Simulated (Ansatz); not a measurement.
# Electron–phonon scattering in NiGeW in the AlB2 type

The plan: relax NiGeW in the AlB2 type, check its phonons, and, if the lattice is stable, compute its Eliashberg function and ρ(T).

Main program and level: Ansatz 0.2.0; DFT PBE, scalar-relativistic, plane waves, PAW; PAW set soft_1.

This is a report of a sequence of runs, with most program output left out.

The structure was built from a prototype and need not be the compound's stable phase.

**1. Set-up**

The structure is hexagonal, space group P-6m2 (No. 187). Conventional cell: a = 3.784 Å, b = 3.784 Å, c = 3.974 Å, α = 90.00°, β = 90.00°, γ = 120.00°. W has 6 Ge at 2.95 Å and 6 Ni at 2.95 Å nearest. Nearest to Ge lie 3 Ni at 2.18 Å and 6 W at 2.95 Å. Nearest to Ni lie 3 Ge at 2.18 Å and 6 W at 2.95 Å. Farther neighbours are not listed.

**2. Quick single point**

A single point on a coarse mesh shows the starting pressure, whether the crystal is a metal and what a step costs.

File input.yaml:

```yaml
crystal:
  lattice:
    - [3.7843, 0.0, 0.0]
    - [-1.89215, 3.2773, 0.0]
    - [0.0, 0.0, 3.97352]
  atoms:
    - { symbol: W, position: [0.0, 0.0, 0.0] }
    - { symbol: Ge, position: [0.33333333, 0.66666667, 0.5] }
    - { symbol: Ni, position: [0.66666667, 0.33333333, 0.5] }
kpoints:
  mp_grid: { grid: [6, 6, 4] }
hamiltonian:
  xc: pbe
  pseudopotentials: { kind: paw, azcp: { folder: soft_1 } }
scf:
  occupations: { method: gaussian, width: 0.1 }
output:
  forces: true
  stress: true
  eigenvalues: true
```

The run is started by

```bash
$ ansatz run input.yaml --threads 4 --pin off --max-ram 12288MiB --backend cpu --events-out ev --progress --plain --runs-dir out
```

Wall time 1.9 s (4 threads of AMD EPYC 9R14 (Zen 4), shared host); peak memory 0.43 GiB; 3.8 s of CPU time.

This run has no spin polarisation, although Ni can carry a moment.

Numbers from this step:

```
pressure          : -15.66 GPa
volume per atom   : 16.43 Å³/atom
metallic on mesh  : yes
gap on the k-mesh : 0 eV
```

The start is at -16 GPa on this mesh and has no gap.

**3. Rough relaxation**

The start is far from rest, so a relaxation with loose thresholds does the first part.

Changes to input.yaml since step 2:

```diff
@@ -10,3 +10,3 @@
 kpoints:
-  mp_grid: { grid: [6, 6, 4] }
+  mp_grid: { grid: [6, 6, 6] }
 hamiltonian:
@@ -20 +20,6 @@
   eigenvalues: true
+relax:
+  adjacent_minimum: "off"
+  f_tol: 0.05
+  max_steps: 80
+  cell: { stress_tol: 0.5 }
```

Elapsed: 9.6 s, on 4 threads; peak memory 0.48 GiB; 32 s of CPU time.

Step by step:

| step | energy less that of the first step (eV) | largest force component (eV/Å) | pressure (GPa) | volume (Å³) |
| --- | --- | --- | --- | --- |
| 1 | 0.0000 | 0.0000 | -15.72 | 49.28 |
| 2 | -0.4431 | 0.0000 | -9.28 | 46.26 |
| 3 | -0.7516 | 0.0000 | -2.94 | 43.94 |
| 4 | -0.9733 | 0.0000 | 0.96 | 42.48 |
| 5 | -1.1094 | 0.0000 | 1.24 | 41.86 |
| 6 | -1.1656 | 0.0000 | 0.98 | 41.62 |
| 7 | -1.3715 | 0.0000 | 0.91 | 41.13 |
| 8 | -1.3723 | 0.0000 | 5.03 | 40.31 |
| 9 | -1.4211 | 0.0000 | -1.09 | 41.38 |
| 10 | -1.4228 | 0.0000 | -0.02 | 41.17 |
| 11* | -1.4272 | 0.0000 | 0.20 | 41.17 |

Relaxation steps marked * repeat the geometry before them on a plane-wave basis chosen anew for their cell, so energy and pressure can jump there.

The run keeps the 12 symmetry operations that it works with, so distortions that break them were not tested.

| cell as run | before | after | change |
| --- | --- | --- | --- |
| a (Å) | 3.784 | 4.128 | +9.1 % |
| b (Å) | 3.784 | 4.128 | +9.1 % |
| c (Å) | 3.974 | 2.790 | -29.8 % |
| volume (Å³/atom) | 16.43 | 13.72 | -16.5 % |

The relaxed structure:

```xyz
3
Lattice="4.1281 0.0000 0.0000 -2.0640 3.5750 0.0000 0.0000 0.0000 2.7896" Properties=species:S:1:pos:R:3 pbc="T T T"
W     0.0000    0.0000    0.0000
Ge    0.0000    2.3833    1.3948
Ni    2.0640    1.1917    1.3948
```

This step gave:

```yaml
pressure: 0.1994 GPa
volume_per_atom: 13.72 Å³/atom
```

The largest force is now zero by symmetry and the largest stress component 0.47 GPa.

**4. Relaxation**

Lattice constant and positions set the bands and the force constants, so the cell is relaxed first.

input.yaml, the sections that differ from step 3:

```yaml
crystal:
  lattice:
    - [4.1280802945, 0.0, 0.0]
    - [-2.0640401472, 3.5750224039, 0.0]
    - [0.0, 0.0, 2.7895545966]
  atoms:
    - { symbol: W, position: [0.0, 0.0, 0.0] }
    - { symbol: Ge, position: [0.3333333333, 0.6666666667, 0.5] }
    - { symbol: Ni, position: [0.6666666667, 0.3333333333, 0.5] }
kpoints:
  mp_grid: { grid: [9, 9, 10] }
relax:
  adjacent_minimum: "off"
  f_tol: 0.005
  max_steps: 80
  cell: { stress_tol: 0.05 }
# hamiltonian, scf, output: as in step 3
```

Elapsed: 6.8 s, on 4 threads; peak memory 0.53 GiB.

Relaxation path:

| step | energy less that of the first step (eV) | largest force component (eV/Å) | pressure (GPa) | volume (Å³) |
| --- | --- | --- | --- | --- |
| 1 | 0.0000 | 0.0000 | 0.42 | 41.17 |
| 2 | -0.0018 | 0.0000 | 0.58 | 41.14 |
| 3 | -0.0018 | 0.0000 | -0.36 | 41.31 |
| 4 | -0.0019 | 0.0000 | 0.00 | 41.24 |
| 5 | -0.0020 | 0.0000 | 0.00 | 41.24 |

The log counts 1 steps on a newly chosen plane-wave basis, not all of them marked here; energy and pressure can jump at such steps.

| conventional cell, symmetrised | before | after | change |
| --- | --- | --- | --- |
| a (Å) | 4.128 | 4.144 | +0.4 % |
| b (Å) | 4.128 | 4.144 | +0.4 % |
| c (Å) | 2.790 | 2.774 | -0.6 % |
| volume (Å³/atom) | 13.72 | 13.75 | +0.2 % |

The relaxed structure:

```
W Ge Ni
1.0
     4.14379    0.00000    0.00000
    -2.07189    3.58862    0.00000
     0.00000    0.00000    2.77357
W Ge Ni
1 1 1
Direct
  0.00000 0.00000 0.00000
  0.33333 0.66667 0.50000
  0.66667 0.33333 0.50000
```

Numbers from this step:

```yaml
pressure: -0.001384 GPa
volume_per_atom: 13.75 Å³/atom
```

The largest force is now zero by symmetry and the largest stress component 0.0027 GPa.

**5. Tight relaxation**

No force is left; the cell is relaxed once more with another smearing and tight thresholds.

input.yaml, the sections that differ from step 4:

```yaml
crystal:
  lattice:
    - [4.1437864582, 0.0, 0.0]
    - [-2.0718932291, 3.5886243407, 0.0]
    - [0.0, 0.0, 2.7735719504]
  atoms:
    - { symbol: W, position: [0.0, 0.0, 0.0] }
    - { symbol: Ge, position: [0.3333333333, 0.6666666667, 0.5] }
    - { symbol: Ni, position: [0.6666666667, 0.3333333333, 0.5] }
kpoints:
  mp_grid: { grid: [9, 9, 9] }
scf:
  occupations: { method: methfessel_paxton, width: 0.2 }
relax:
  adjacent_minimum: "off"
  f_tol: 0.001
  max_steps: 60
  cell: { stress_tol: 0.01 }
# hamiltonian, output: as in step 4
```

Wall time 5.2 s (4 threads); peak memory 0.48 GiB.

Little changed from the start: no atom moved by 0.005 Å and no cell edge by 0.1 %.

This step gave:

| Quantity | Value |
| --- | --- |
| pressure | 3.23e-4 GPa |

The largest force is now zero by symmetry and the largest stress component 4.3e-4 GPa, small enough for phonons.

**6. Lattice stability: q 2×2×2, k 4×4×6**

Before any scattering is computed, the phonons show whether the structure is a minimum.

File input.yaml:

```yaml
crystal:
  lattice:
    - [4.1452834841, 0.0, 0.0]
    - [-2.072641742, 3.5899208031, 0.0]
    - [0.0, 0.0, 2.7718049898]
  atoms:
    - { symbol: W, position: [0.0, 0.0, 0.0] }
    - { symbol: Ge, position: [0.3333333333, 0.6666666667, 0.5] }
    - { symbol: Ni, position: [0.6666666667, 0.3333333333, 0.5] }
kpoints:
  mp_grid: { grid: [4, 4, 6] }
hamiltonian:
  xc: pbe
  pseudopotentials: { kind: paw, azcp: { folder: soft_1 } }
scf:
  occupations: { method: methfessel_paxton, width: 0.2 }
output:
  eigenvalues: true
phonons:
  method: dfpt
  qmesh: [2, 2, 2]
  temperatures: { t_max: 1000, t_step: 50 }
  qpath:
    path:
      - [[0.0, 0.0, 0.0], [0.5, 0.0, 0.0], [0.33333333, 0.33333333, 0.0], [0.0, 0.0, 0.0], [0.0, 0.0, 0.5], [0.5, 0.0, 0.5], [0.33333333, 0.33333333, 0.5], [0.0, 0.0, 0.5]]
      - [[0.5, 0.0, 0.5], [0.5, 0.0, 0.0]]
      - [[0.33333333, 0.33333333, 0.5], [0.33333333, 0.33333333, 0.0]]
    npoints: 10
```

Elapsed: 20 s, on 4 threads; peak memory 0.6 GiB; 73 s of CPU time.

Numbers from this step:

- zero point energy: 0.08527 eV/cell
- share of imaginary modes in the plain interpolation between solved wavevectors: 0
- highest frequency, solved or plainly interpolated: 281.4 cm⁻¹
- Debye temperature (second moment): 311 K

Solved on the 2×2×2 mesh alone; all other wavevectors are interpolated. Phonon branches along the path, in cm⁻¹:

| point | branch 1 | branch 2 | branch 3 | branch 4 | branch 5 | branch 6 | branch 7 | branch 8 | branch 9 |
| --- | --- | --- | --- | --- | --- | --- | --- | --- | --- |
| Γ | 0 | 0 | 0 | 91 | 123 | 176 | 176 | 271 | 271 |
| halfway | 41 | 42 | 97 | 99 | 126 | 153 | 160 | 262 | 277 |
| M | 58 | 75 | 99 | 109 | 118 | 132 | 182 | 244 | 281 |
| halfway | 64 | 78 | 97 | 100 | 111 | 132 | 197 | 240 | 280 |
| K | 71 | 87 | 88 | 94 | 102 | 132 | 220 | 227 | 278 |
| halfway | 46 | 48 | 97 | 107 | 127 | 144 | 163 | 260 | 277 |
| Γ | 0 | 0 | 0 | 91 | 123 | 176 | 176 | 271 | 271 |
| halfway | 64 | 73 | 73 | 108 | 164 | 168 | 168 | 266 | 266 |
| A | 36 | 114 | 114 | 136 | 153 | 153 | 206 | 260 | 260 |
| halfway | 66 | 110 | 117 | 117 | 145 | 178 | 202 | 251 | 265 |
| L | 70 | 110 | 121 | 124 | 136 | 184 | 202 | 242 | 270 |
| halfway | 74 | 112 | 112 | 132 | 133 | 192 | 202 | 231 | 274 |
| H | 76 | 108 | 115 | 130 | 136 | 202 | 210 | 212 | 276 |
| halfway | 70 | 109 | 114 | 122 | 142 | 183 | 202 | 246 | 268 |
| A | 36 | 114 | 114 | 136 | 153 | 153 | 206 | 260 | 260 |
| jump to L | 70 | 110 | 121 | 124 | 136 | 184 | 202 | 242 | 270 |
| halfway | 88 | 96 | 100 | 118 | 128 | 162 | 185 | 242 | 276 |
| M | 58 | 75 | 99 | 109 | 118 | 132 | 182 | 244 | 281 |
| jump to H | 76 | 108 | 115 | 130 | 136 | 202 | 210 | 212 | 276 |
| halfway | 89 | 96 | 98 | 117 | 121 | 161 | 217 | 220 | 277 |
| K | 71 | 87 | 88 | 94 | 102 | 132 | 220 | 227 | 278 |

Lowest modes at the softest wavevector of the mesh. The modes at q = (0.000, 0.000, 0.500) (shares of kinetic energy by element, %):

| mode | frequency (cm⁻¹) | W % | Ge % | Ni % |
| --- | --- | --- | --- | --- |
| 1 | 36.1 | 0 | 8 | 92 |
| 2 | 114.1 | 100 | 0 | 0 |
| 3 | 114.1 | 100 | 0 | 0 |
| 4 | 136.1 | 100 | 0 | 0 |
| 5 | 153.2 | 0 | 55 | 45 |
| 6 | 153.2 | 0 | 55 | 45 |

Displacements in mode 1 (36.1 cm⁻¹), the largest set to 1, in the home cell:
```
W1   0.00  0.00  0.00
Ge2  0.00  0.00 -0.26
Ni3  0.00  0.00  1.00
```

Displacements in mode 4 (136.1 cm⁻¹), the largest set to 1, in the home cell:
```
W1  0.00 0.00 1.00
Ge2 0.00 0.00 0.00
Ni3 0.00 0.00 0.00
```

Among the solved wavevectors the lowest mode, translations apart, is 36.1 cm⁻¹, so these are real on this k mesh.

**7. Resistivity: q 2×2×2, k 4×4×6, scattering 8×8×12**

The cheapest meshes give a first estimate and the cost of a run.

Changes to input.yaml since step 6:

```diff
@@ -28 +28,6 @@
     npoints: 10
+  electrical_resistivity:
+    mesh: [8, 8, 12]
+    temperatures: [20.0, 50.0, 77.0, 100.0, 150.0, 200.0, 300.0, 400.0, 600.0, 800.0]
+  superconductivity: { mesh: [8, 8, 12], eliashberg_equations: false }
+  electron_occupations: "off"
```

Wall time 46 s (4 threads); peak memory 0.68 GiB; 2.7 min of CPU time.

Numbers from this step:

| Quantity | Value |
| --- | --- |
| resistivity at 300 K | 40.53 μΩ cm, mean of the axes |
| coupling constant λ | 0.4913 |
| density of states at the Fermi level | 1.101 states/eV a spin and cell |
| log mean phonon energy ħω_log | 13.9 meV |
| transport coupling constant λ_tr | 0.5551, 0.5551, 0.528 (xx, yy, zz) |
| Drude plasma energy | 3.629, 3.629, 5.032 eV (xx, yy, zz) |
| resistivity times mean free path | 15.13, 15.13, 7.622 × 10⁻¹⁶ Ω m² (xx, yy, zz) |
| second-moment phonon energy ħω₂ | 16.48 meV |

The Eliashberg function α²F has structure finer than the step of the table below, so its rows give means over 1 meV, whole bins alone (the curve runs from 0.136 to 34.8 meV). Peaks (meV: height): α²F 9.1: 0.183, 12.1: 0.317, 13.5: 0.531, 14.0: 0.492, 14.9: 0.423, 21.1: 0.218, 34.5: 0.167; α²F tr 9.4: 0.196, 12.1: 0.412, 13.5: 0.526, 14.0: 0.525, 20.9: 0.233, 30.4: 0.143, 34.5: 0.211.

Eliashberg function α²F against phonon energy; means over each step:

| phonon energy (meV) | α²F | α²F tr |
| --- | --- | --- |
| 1 | 1.4e-5 | 0 |
| 2 | 3.4e-4 | 1.4e-4 |
| 3 | 0.00188 | 0.00113 |
| 4 | 0.00525 | 0.00408 |
| 5 | 0.0126 | 0.0118 |
| 6 | 0.0263 | 0.0267 |
| 7 | 0.0517 | 0.0566 |
| 8 | 0.0859 | 0.101 |
| 9 | 0.150 | 0.160 |
| 10 | 0.132 | 0.167 |
| 11 | 0.0904 | 0.126 |
| 12 | 0.226 | 0.294 |
| 13 | 0.317 | 0.339 |
| 14 | 0.424 | 0.460 |
| 15 | 0.348 | 0.368 |
| 16 | 0.226 | 0.231 |
| 17 | 0.174 | 0.181 |
| 18 | 0.0879 | 0.0946 |
| 19 | 0.0688 | 0.0723 |
| 20 | 0.110 | 0.112 |
| 21 | 0.200 | 0.212 |
| 22 | 0.123 | 0.149 |
| 23 | 0.140 | 0.151 |
| 24 | 0.0799 | 0.0899 |
| 25 | 0.0794 | 0.0894 |
| 26 | 0.00894 | 0.0137 |
| 27 | 0.00121 | 6.7e-4 |
| 28 | 0.0144 | 0.0114 |
| 29 | 0.0404 | 0.0464 |
| 30 | 0.0989 | 0.115 |
| 31 | 0.0895 | 0.102 |
| 32 | 0.0750 | 0.0784 |
| 33 | 0.0804 | 0.0700 |
| 34 | 0.126 | 0.151 |

Resistivity, by row:

| T (K) | ρ_xx (μΩ cm) | ρ_yy | ρ_zz | ρ by Ziman's lowest order, mean | ρ by relaxation times, mean | within 2 % of the coarser mesh |
| --- | --- | --- | --- | --- | --- | --- |
| 20 | 0.1238 | 0.1238 | 0.06364 | 0.1768 | 0.1114 | no |
| 50 | 3.126 | 3.126 | 1.581 | 3.11 | 2.632 | no |
| 77 | 7.944 | 7.944 | 3.967 | 7.176 | 6.676 | no |
| 100 | 12.33 | 12.33 | 6.128 | 10.81 | 10.37 | no |
| 150 | 21.73 | 21.73 | 10.73 | 18.66 | 18.27 | no |
| 200 | 30.86 | 30.86 | 15.17 | 26.43 | 25.93 | no |
| 300 | 48.82 | 48.82 | 23.96 | 42.03 | 41.01 | no |
| 400 | 66.7 | 66.7 | 32.79 | 57.79 | 56.05 | no |
| 600 | 102.8 | 102.8 | 50.71 | 89.78 | 86.45 | no |
| 800 | 139.9 | 139.9 | 69.09 | 122.9 | 117.7 | no |

By its own test the run is not converged in the mesh. λ = 0.491 and 40.5 μΩ cm at 300 K. The run's own test puts 24 % between its two finest meshes on the component of the resistivity at 300 K that moves most, so it is not converged. By the run's own test λ moves by 39 % between its two finest scattering meshes.

**8. Coupling and resistivity: q 3×3×3, k 6×6×9, scattering 12×12×12**

The next rung changes the q mesh, which sets the reach of the force constants and couplings; the k mesh of the density and its response; the scattering mesh, which samples the Fermi surface; the phonon self-energy between the q points, now taken in.

Changes to input.yaml since step 7:

```diff
@@ -10,3 +10,3 @@
 kpoints:
-  mp_grid: { grid: [4, 4, 6] }
+  mp_grid: { grid: [6, 6, 9] }
 hamiltonian:
@@ -20,3 +20,3 @@
   method: dfpt
-  qmesh: [2, 2, 2]
+  qmesh: [3, 3, 3]
   temperatures: { t_max: 1000, t_step: 50 }
@@ -29,5 +29,4 @@
   electrical_resistivity:
-    mesh: [8, 8, 12]
+    mesh: [12, 12, 12]
     temperatures: [20.0, 50.0, 77.0, 100.0, 150.0, 200.0, 300.0, 400.0, 600.0, 800.0]
-  superconductivity: { mesh: [8, 8, 12], eliashberg_equations: false }
-  electron_occupations: "off"
+  superconductivity: { mesh: [12, 12, 12] }
```

It took 6.8 min on 4 threads; peak memory 5.6 GiB.

This step gave:

```yaml
zero_point_energy: 0.08673 eV/cell
highest_frequency_solved_or_plainly_interpolated: 280 cm⁻¹
debye_temperature_second_moment: 314 K
resistivity_at_300_k: 39.08 μΩ cm, mean of the axes
coupling_constant_lambda: 0.5036
density_of_states_at_the_fermi_level: 1.148 states/eV a spin and cell
log_mean_phonon_energy_omega_log: 14.28 meV
transport_coupling_constant_lambda_tr: 0.568, 0.568, 0.5357 (xx, yy, zz)
drude_plasma_energy: 3.781, 3.781, 4.91 eV (xx, yy, zz)
resistivity_times_mean_free_path: 14.03, 14.03, 7.806 × 10⁻¹⁶ Ω m² (xx, yy, zz)
second_moment_phonon_energy_omega: 16.61 meV
```

Phonon-limited, linearised Boltzmann equation on a 12x12x12 mesh. The resistivity by temperature; values in μΩ cm:

| temperature (K) | along x | along z |
| --- | --- | --- |
| 20 | 0.0972 | 0.0522 |
| 50 | 2.96 | 1.60 |
| 77 | 7.58 | 4.15 |
| 100 | 11.8 | 6.47 |
| 150 | 20.6 | 11.4 |
| 200 | 29.2 | 16.0 |
| 300 | 46.1 | 25.0 |
| 400 | 63.1 | 33.9 |
| 600 | 98.0 | 51.6 |
| 800 | 134 | 69.4 |

By its own test the run is not converged in the mesh. λ = 0.504 and 39.1 μΩ cm at 300 K, against 0.491 and 40.5 in the run with q 2×2×2, k 4×4×6, scattering 8×8×12 (+2.5 % and -3.6 %).

**9. Electron–phonon run: scattering mesh 18×18×20**

The next rung changes the scattering mesh, which samples the Fermi surface.

Changes to input.yaml since step 8:

```diff
@@ -29,4 +29,4 @@
   electrical_resistivity:
-    mesh: [12, 12, 12]
+    mesh: [18, 18, 20]
     temperatures: [20.0, 50.0, 77.0, 100.0, 150.0, 200.0, 300.0, 400.0, 600.0, 800.0]
-  superconductivity: { mesh: [12, 12, 12] }
+  superconductivity: { mesh: [18, 18, 20] }
```

Elapsed: 8.5 min, on 4 threads; peak memory 5.6 GiB; 33 min of CPU time.

This step gave:

```yaml
resistivity_at_300_k: 36.86 μΩ cm, mean of the axes
coupling_constant_lambda: 0.4804
density_of_states_at_the_fermi_level: 1.078 states/eV a spin and cell
log_mean_phonon_energy_omega_log: 14.2 meV
transport_coupling_constant_lambda_tr: 0.5346, 0.5346, 0.4932 (xx, yy, zz)
drude_plasma_energy: 3.821, 3.821, 4.948 eV (xx, yy, zz)
resistivity_times_mean_free_path: 13.57, 13.57, 7.876 × 10⁻¹⁶ Ω m² (xx, yy, zz)
second_moment_phonon_energy_omega: 16.56 meV
```

By its own test the run is not converged in the mesh. λ = 0.480 and 36.9 μΩ cm at 300 K, against 0.504 and 39.1 in the run with q 3×3×3, k 6×6×9, scattering 12×12×12 (-4.6 % and -5.7 %). N(E_F) moves by -6.1 % and the coupling-weighted phonon energy by -0.3 %; λ goes as N/ω², which would give -5.5 % if the matrix elements stayed.

(Continued in part 2 of 2.)

[Logs are printed without paths, hosts, clocks, repeated set-up lines and the standing remarks that a program may print on its own settings, such as how far it seeks lower states.]

[Hosts, paths, dates, database ids (printed as entryN), source tags and the programs' standing remarks are cut or masked in the printed files.]
